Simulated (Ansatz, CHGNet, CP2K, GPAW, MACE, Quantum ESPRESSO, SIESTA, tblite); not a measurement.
# Σ7 (111) twist boundary in a Au-Pd solid solution (84 atoms) in SIESTA

Wanted: SIESTA inputs and outputs for Σ7 (111) twist boundary in a Au-Pd solid solution (84 atoms), checked against a plane-wave reference.

Method: the method is named at each step, in SIESTA 5.4.2.

In doubt: a PseudoDojo file used here is known to give poor structures and forces (steps 2, 3), which bears on pressures, cells, forces and phonons.

### Step 1. Set-up

The cell holds 84 atoms: 59 Au and 25 Pd. Cell: a = 7.524 Å, b = 7.524 Å, c = 28.003 Å, α = 90.0°, β = 90.0°, γ = 60.0°. Fcc Au lattice (a = 4.0215 Å, the value set for the mixture); two grains turned against each other by 81.79 deg about [111]; 1 x 1 coincidence cells, 2 lattice periods a grain, two boundaries a cell, upper grain shifted by [0.175, 0.709] of the boundary cell and opened by 0.1 Å, one atom of each pair nearer than 1.848 Å removed; 25 of 84 Au sites given to Pd at random (lattice constant by Vegard's rule between Au and Pd); annealed from 600 K for 3 ps and minimised with a classical potential (one cell length free). Then every atom was moved at random, 0.02 Å r.m.s. a Cartesian component. Regions: lower grain, 42 atoms (34 Au and 8 Pd); upper grain, 42 atoms (17 Pd and 25 Au). The structure's axis is c.

The yardstick, on the same geometry:

* method: Kohn-Sham DFT, PBE, PAW, plane waves (Ansatz 0.2.0); cutoff 420 eV, Γ point, fermi-dirac smearing of 0.05 eV; PAW set soft_2
* r.m.s. force component: 0.2188 eV/Å
* longest force: 0.8072 eV/Å
* pressure: 11.5 GPa
* SCF cycles: 12
* time: 84 s on 4 threads of Arm Neoverse V1, shared host
* CPU time: 5.4 min

### Step 2. PBE, DZP, shift 0.01 Ry, mesh 300 Ry

Method: Kohn-Sham DFT, PBE, PseudoDojo 0.4.1 norm-conserving pseudopotentials (converted to PSML), numerical atomic orbitals (DZP), diagonalisation.

The .psml files are PseudoDojo norm-conserving potentials that we converted to this format, checked against plane waves on the same files for H, C, O, Si, Ge and Ca alone.

The input, input.fdf:

```
SystemLabel cell
NumberOfAtoms 84
NumberOfSpecies 2
%block ChemicalSpeciesLabel
  1 79 Au
  2 46 Pd
%endblock ChemicalSpeciesLabel
LatticeConstant 1.0 Ang
%block LatticeVectors
  7.52354 0.00000 0.00000
  3.76177 6.51557 0.00000
  0.00000 0.00000 28.00341
%endblock LatticeVectors
PAO.BasisSize DZP
PAO.EnergyShift 0.01 Ry
XC.Functional GGA
XC.Authors PBE
MeshCutoff 300 Ry
%block kgrid_Monkhorst_Pack
  1 0 0 0.0
  0 1 0 0.0
  0 0 1 0.0
%endblock kgrid_Monkhorst_Pack
SolutionMethod diagon
OccupationFunction FD
ElectronicTemperature 580 K
SCF.Mixer.Method Pulay
SCF.Mixer.Weight 0.05
SCF.Mixer.History 8
SCF.Mix Hamiltonian
MaxSCFIterations 300
SCF.DM.Tolerance 1e-04
SCF.H.Tolerance 1.0e-3 eV
WriteForces T
Write.HirshfeldPop T
Write.VoronoiPop T
Write.DM F
Write.H F
XML.Write F
AtomicCoordinatesFormat Fractional
%block AtomicCoordinatesAndAtomicSpecies
  0.53443 0.25479 0.00002 1
  0.73895 0.01459 0.08349 1
  0.11201 0.54988 0.99813 1
  0.17151 0.73198 0.08233 1
  0.25318 0.11831 0.99892 2
  0.29909 0.31022 0.08305 2
  0.35877 0.48982 0.16635 1
  0.49807 0.06112 0.16436 1
  0.54407 0.25710 0.24813 2
  0.72557 0.01747 0.33234 1
  0.69249 0.82687 0.99754 1
  0.83190 0.39063 0.99923 1
  0.88033 0.58761 0.08293 1
  0.92814 0.77645 0.16673 1
  0.97385 0.96766 0.99911 1
  0.02049 0.15870 0.08377 1
  0.06280 0.35032 0.16528 2
  0.12021 0.54374 0.25047 1
  0.16034 0.73896 0.33312 2
  0.25798 0.11249 0.24952 1
  0.30513 0.31057 0.33264 1
  0.35691 0.50494 0.41194 1
  0.48773 0.07129 0.41843 1
  0.41319 0.68363 0.99943 1
  0.44843 0.88370 0.08181 1
  0.59213 0.44436 0.08240 1
  0.63394 0.63540 0.16602 1
  0.68391 0.83366 0.24843 1
  0.77993 0.21180 0.16553 2
  0.83609 0.39510 0.24778 1
  0.88047 0.59322 0.33264 2
  0.92485 0.78533 0.41557 1
  0.97407 0.97429 0.24817 1
  0.02359 0.16735 0.33333 1
  0.06411 0.35949 0.41856 1
  0.21405 0.92646 0.16650 2
  0.39694 0.68255 0.24958 1
  0.45339 0.87289 0.33365 1
  0.59124 0.44604 0.33148 1
  0.65336 0.62878 0.41772 1
  0.78185 0.19705 0.41596 1
  0.21877 0.92369 0.41713 1
  0.91980 0.59928 0.50238 2
  0.34501 0.44554 0.50508 1
  0.10468 0.64865 0.58530 1
  0.77474 0.32724 0.50337 1
  0.53372 0.50861 0.58453 1
  0.29695 0.70089 0.66655 1
  0.21580 0.15902 0.50377 2
  0.97100 0.35791 0.58325 1
  0.73499 0.55149 0.66620 1
  0.64437 0.02861 0.50514 1
  0.40215 0.20748 0.58551 2
  0.15740 0.40876 0.66568 1
  0.92000 0.59786 0.74861 2
  0.06030 0.88818 0.50278 1
[... 24 atom lines left out ...]
  0.49379 0.74403 0.74888 1
  0.67902 0.79322 0.83242 2
  0.45409 0.97399 0.91388 1
  0.87724 0.83205 0.91396 2
%endblock AtomicCoordinatesAndAtomicSpecies
```

Started as:

```
OMP_NUM_THREADS=1 mpirun -np 4 siesta < input.fdf > output.txt
```

Log:

```text
Version         : 5.4.2
reinit: System Name:
reinit: System Label: cell
initatom: Reading input for the pseudopotentials and atomic orbitals ----------
Species number:   1 Atomic number:   79 Label: Au
Species number:   2 Atomic number:   46 Label: Pd
Ground state valence configuration (from tables):   6s01  6p00  5d10  5f00
Ground state valence configuration (from tables):   5s01  5p00  4d09  4f00
---- Processing specs for species: Au
GGA--PBE XC_GGA_X_PBE--XC_GGA_C_PBE pb
Semicore shell(s) with  8 electrons included in the valence for Au
---- Processing specs for species: Pd
GGA--PBE XC_GGA_X_PBE--XC_GGA_C_PBE pb
Semicore shell(s) with  8 electrons included in the valence for Pd
Semicore shell(s): 5s 5p
Fallback to non-perturbative polarization scheme for Au
Please see the manual if this is not desired in principle
Semicore shell(s): 4s 4p
Fallback to non-perturbative polarization scheme for Pd
Please see the manual if this is not desired in principle
Pd pseudopotential only contains V_ls up to l=2 -- lmxkb reset.
Using PAO.SplitTailNorm
%block ChemicalSpeciesLabel
    1   79 Au                      # Species index, atomic number, species label
    2   46 Pd                      # Species index, atomic number, species label
%endblock ChemicalSpeciesLabel
%block PAO.Basis                 # Define Basis set
Au                    5                    # Species label, number of l-shells
 n=5   0   1                         # n, l, Nzeta
   2.437
   1.000
 n=6   0   2                         # n, l, Nzeta
   6.130      4.444
   1.000      1.000
 n=5   1   1                         # n, l, Nzeta
   2.867
[...]
4.668      3.122
[...]
Pd                    5                    # Species label, number of l-shells
[...]
n=5   1   1                         # n, l, Nzeta
   7.504
   1.000
 n=4   2   2                         # n, l, Nzeta
   4.908      3.224
   1.000      1.000
%endblock PAO.Basis
coor:   Atomic-coordinates input format  =     Fractional
siesta: System type = bulk
initatomlists: Number of atoms, orbitals, and projectors:     84  1596  1925
siesta: ******************** Simulation parameters ****************************
Total number of electrons:  1571.000000
Total ionic charge:  1571.000000
 Kpoints in:            1 . Kpoints trimmed:            1
siesta: k-grid: Number of k-points = 1
siesta: k-points from Monkhorst-Pack grid
siesta: k-cutoff (effective) =     3.762 Ang
siesta: k-point supercell and displacements
siesta: k-grid:     1     0     0      0.000
siesta: k-grid:     0     1     0      0.000
siesta: k-grid:     0     0     1      0.000
                     ====================================
                        Single-point calculation
                     ====================================
outcell: Unit cell vectors (Ang):
        7.523540    0.000000    0.000000
        3.761770    6.515570    0.000000
        0.000000    0.000000   28.003410
outcell: Cell vector modules (Ang)   :    7.523540    7.523534   28.003410
outcell: Cell angles (23,13,12) (deg):     90.0000     90.0000     60.0000
outcell: Cell volume (Ang**3)        :   1372.7314
Gamma-point calculation with interaction between periodic images
Gamma-point calculation with interaction between periodic images
Some features might not work optimally:
Some features might not work optimally:
e.g. DM initialization from atomic data
e.g. DM initialization from atomic data
new_DM -- step:     1
Initializing Density Matrix...
Attempting to read DM from file... Failed...
DM filled with atomic data:
InitMesh: MESH = 72 x 72 x 300 = 1555200
InitMesh: Mesh cutoff (required, used) =   300.000   317.192 Ry
stepf: Fermi-Dirac step function
        iscf     Eharris(eV)        E_KS(eV)     FreeEng(eV)     dDmax    Ef(eV) dHmax(eV)
   scf:    1  -324472.817522  -328215.891212  -328216.546434  1.806004 -0.279230118.766070
   scf:    2  -271249.526872  -312241.020027  -312241.429575  3.289664  1.014060496.488175
   scf:    3  -331373.900927  -329138.418451  -329139.154674  3.331257 -0.944221 78.848634
   scf:    4  -327999.814129  -329047.811745  -329048.530685  0.451725 -1.102783104.083261
   scf:    5  -328942.541834  -329488.234067  -329489.044566  0.533744 -1.318744 46.196910
   scf:    6  -329620.760812  -329697.143449  -329698.188427  0.340821 -1.513635 31.077673
[...]
scf:   46  -329989.149962  -329989.149945  -329990.184741  0.000034 -2.834385  0.001817
   scf:   47  -329989.149939  -329989.149942  -329990.184741  0.000015 -2.834441  0.000944
SCF Convergence by DM+H criterion
max |DM_out - DM_in|         :     0.0000147023
max |H_out - H_in|      (eV) :     0.0009438207
SCF cycle converged after 47 iterations
Using DM_out to compute the final energy and forces
siesta: E_KS(eV) =          -329989.1499
siesta: E_KS - E_eggbox =   -329989.1499
siesta: Atomic forces (eV/Ang):
     1   -0.239483   -0.002445    0.725039
     2   -0.079774    0.212616   -0.193712
     3    0.105579   -0.069291    0.632947
[...]
83   -0.159457    0.370295    0.255642
    84    0.146861    0.062521   -0.011260
----------------------------------------
   Tot   -0.039998    0.005797    0.001448
----------------------------------------
   Max    0.784159
   Res    0.255778    sqrt( Sum f_i^2 / 3N )
----------------------------------------
   Max    0.784159    constrained
Stress tensor Voigt[x,y,z,yz,xz,xy] (kbar):     -129.02     -129.94      -35.65        0.12        0.51        1.56
(Free)E + p*V (eV/cell)  -329906.0445
Target enthalpy (eV/cell)  -329990.1847
siesta: Program's energy decomposition (eV):
siesta: Ebs     =    -51545.359707
siesta: Eions   =    423622.319481
siesta: Ena     =     43194.493789
siesta: Ekin    =     99131.247186
siesta: Enl     =      4834.480610
siesta: DEna    =      2592.143149
siesta: DUscf   =       101.455662
siesta: Ex      =    -52959.489605
siesta: Ec      =     -3261.161252
siesta: Exc     =    -56220.650856
siesta: Eharris =   -329989.149939
siesta: Etot    =   -329989.149942
siesta: FreeEng =   -329990.184741
siesta: Final energy (eV):
siesta:  Band Struct. =  -51545.359707
siesta:       Kinetic =   99131.247186
siesta:       Hartree =   59571.410753
siesta:         Exch. =  -52959.489605
siesta:         Corr. =   -3261.161252
siesta:   Exch.-corr. =  -56220.650856
siesta:  Ion-electron = -227876.633251
siesta:       Ion-ion = -204594.523774
siesta:         Total = -329989.149942
siesta:         Fermi =      -2.834441
siesta: Stress tensor (static) (eV/Ang**3):
siesta:    -0.080527    0.000976    0.000317
siesta:     0.000975   -0.081101    0.000078
siesta:     0.000317    0.000078   -0.022254
siesta: Cell volume =       1372.731401 Ang**3
siesta: Pressure (static):
siesta:                Solid            Molecule  Units
siesta:           0.00066758          0.00064313  Ry/Bohr**3
siesta:           0.06129405          0.05904964  eV/Ang**3
siesta:          98.20390158         94.60795641  kBar
    Orbital volume contribution        =          56.267583 eV
    (Free)E + p_basis*V_orbitals       =     -329933.917158 eV
    (Free)Eharris+ p_basis*V_orbitals  =     -329933.917155 eV
Hirshfeld Atomic Populations:
Atom #   charge [q] valence [e]  Species
     1     0.154730   18.845270  Au
     2     0.078248   18.921752  Au
     3     0.154280   18.845720  Au
[...]
5    -0.408022   18.408022  Pd
     6    -0.394950   18.394950  Pd
[...]
9    -0.429145   18.429145  Pd
[...]
--------------------
 Total    -0.000145
Voronoi Atomic Populations:
Atom #   charge [q] valence [e]  Species
[...]
81     0.182954   18.817046  Au
    82    -0.303755   18.303755  Pd
    83     0.234465   18.765535  Au
    84    -0.303432   18.303432  Pd
--------------------
 Total    -0.000146
```

Elapsed: 3 min, on 4 MPI ranks of Arm Neoverse V1, shared host; peak memory 1.7 GiB.

Banners, paths, timers and routine set-up lines are dropped from the logs unmarked, and long logs keep their key lines alone; longer cuts are marked.

Numbers from this run, and their distance from the reference:

```
r.m.s. force component                  : 0.2558 eV/Å
r.m.s. difference of force components   : 45.37 meV/Å
longest difference of force vectors     : 138.3 meV/Å
force difference over r.m.s. force      : 20.73 %
slope of forces against the reference's : 1.162
correlation of force components         : 0.9938
pressure                                : 9.82 GPa
pressure difference                     : -1.675 GPa
```

Length of the force difference by element (eV/Å):

```csv
element,atoms,mean,most
Au,59,0.079,0.14
Pd,25,0.062,0.11
```

A closer look about Pd6, picked at random: 13 atoms, nearest first, numbered in the order of the input, with positions taken from that point.

```csv
atom,x,y,z,distance (Å),bonds,Hirshfeld charge (e),Fx,Fy,Fz (eV/Å)
Pd6,0.00,0.00,0.00,0.00,12,-0.40,0.08,-0.21,0.12
Au13,-2.11,1.81,0.00,2.78,12,0.09,-0.03,-0.01,-0.16
Au4,0.63,2.75,-0.02,2.82,12,0.09,-0.31,0.05,0.23
Au25,-0.48,-2.78,-0.03,2.82,12,0.11,-0.09,-0.05,-0.23
Au1,1.56,-0.36,-2.33,2.82,10,0.15,-0.24,0.00,0.73
Pd17,-1.63,0.26,2.30,2.83,12,-0.35,0.36,-0.04,0.20
Au7,1.12,1.17,2.33,2.84,12,0.19,-0.56,0.01,-0.22
Au16,-2.67,-0.99,0.02,2.84,12,0.17,0.30,0.07,-0.05
Au26,2.71,0.87,-0.02,2.85,12,0.09,0.01,-0.14,0.10
Au8,0.56,-1.62,2.28,2.85,12,0.19,-0.05,0.60,0.23
Pd5,-1.07,-1.25,-2.36,2.87,12,-0.41,-0.05,-0.09,-0.04
Au3,-0.51,1.56,-2.38,2.89,12,0.15,0.11,-0.07,0.63
Au2,2.20,-1.93,0.01,2.92,12,0.08,-0.08,0.21,-0.19
```

Forces lie 21 % from the reference's, at 2.2 times its CPU time.

### Step 3. PBE, SZP, shift 0.01 Ry, mesh 300 Ry

Method: Kohn-Sham DFT, PBE, PseudoDojo 0.4.1 norm-conserving pseudopotentials (converted to PSML), numerical atomic orbitals (SZP), diagonalisation.

input.fdf: that of step 2 with these lines changed.

```diff
@@ -13,3 +13,3 @@
 %endblock LatticeVectors
-PAO.BasisSize DZP
+PAO.BasisSize SZP
 PAO.EnergyShift 0.01 Ry
```

Started as:

```
OMP_NUM_THREADS=1 mpirun -np 2 siesta < input.fdf > output.txt
```

Log:

```text
Version         : 5.4.2
reinit: System Name:
reinit: System Label: cell
initatom: Reading input for the pseudopotentials and atomic orbitals ----------
Species number:   1 Atomic number:   79 Label: Au
Species number:   2 Atomic number:   46 Label: Pd
Ground state valence configuration (from tables):   6s01  6p00  5d10  5f00
[... lines left out ...]
        iscf     Eharris(eV)        E_KS(eV)     FreeEng(eV)     dDmax    Ef(eV) dHmax(eV)
[... lines left out ...]
SCF Convergence by DM+H criterion
[... lines left out ...]
SCF cycle converged after 42 iterations
[... lines left out ...]
   Max    0.893500
[... lines left out ...]
   Max    0.893500    constrained
Stress tensor Voigt[x,y,z,yz,xz,xy] (kbar):      -49.45      -48.21       47.78        0.07        0.74        1.52
[... lines left out ...]
siesta: FreeEng =   -329965.171870
[... lines left out ...]
siesta:         Fermi =      -2.994992
[... lines left out ...]
siesta:           0.01037562          0.00839689  eV/Ang**3
siesta:          16.62357466         13.45329934  kBar
    Orbital volume contribution        =          46.919906 eV
    (Free)E + p_basis*V_orbitals       =     -329918.251964 eV
    (Free)Eharris+ p_basis*V_orbitals  =     -329918.251901 eV
Hirshfeld Atomic Populations:
Atom #   charge [q] valence [e]  Species
     1     0.164922   18.835078  Au
     2     0.087827   18.912173  Au
     3     0.165307   18.834693  Au
[...]
5    -0.438344   18.438344  Pd
     6    -0.425679   18.425679  Pd
[...]
9    -0.459805   18.459805  Pd
[...]
--------------------
 Total    -0.000069
Voronoi Atomic Populations:
Atom #   charge [q] valence [e]  Species
[...]
81     0.199491   18.800509  Au
    82    -0.332814   18.332814  Pd
    83     0.252050   18.747950  Au
    84    -0.336027   18.336027  Pd
--------------------
 Total    -0.000070
```

Elapsed: 3.5 min, on 2 MPI ranks; peak memory 1.1 GiB; 7 min of CPU time.

Compared with the plane-wave run:

```yaml
r_m_s_force_component: 0.2576 eV/Å
r_m_s_difference_of_force_components: 68.44 meV/Å
longest_difference_of_force_vectors: 242.7 meV/Å
force_difference_over_r_m_s_force: 31.28 %
slope_of_forces_against_the_reference_s: 1.144
correlation_of_force_components: 0.9718
pressure: 1.662 GPa
pressure_difference: -9.833 GPa
```

This is a coarse setting, run to see what it loses.

Against the first run (21 %), the force difference from the reference is 31 %, at 0.59 times the CPU time (on 2 against 4 cores), with 1092 basis functions against 1596: the smaller basis costs accuracy.

(Part 1 of 2 ends here.)

[Also dropped from logs without a mark: logging warnings of Python, and SIESTA's first energy breakdown and zero terms.]

[Logs are printed without paths, hosts, clocks, repeated set-up lines and the standing remarks that a program may print on its own settings, such as how far it seeks lower states.]

[Hosts, paths, dates, database ids (printed as entryN), source tags and the programs' standing remarks are cut or masked in the printed files.]
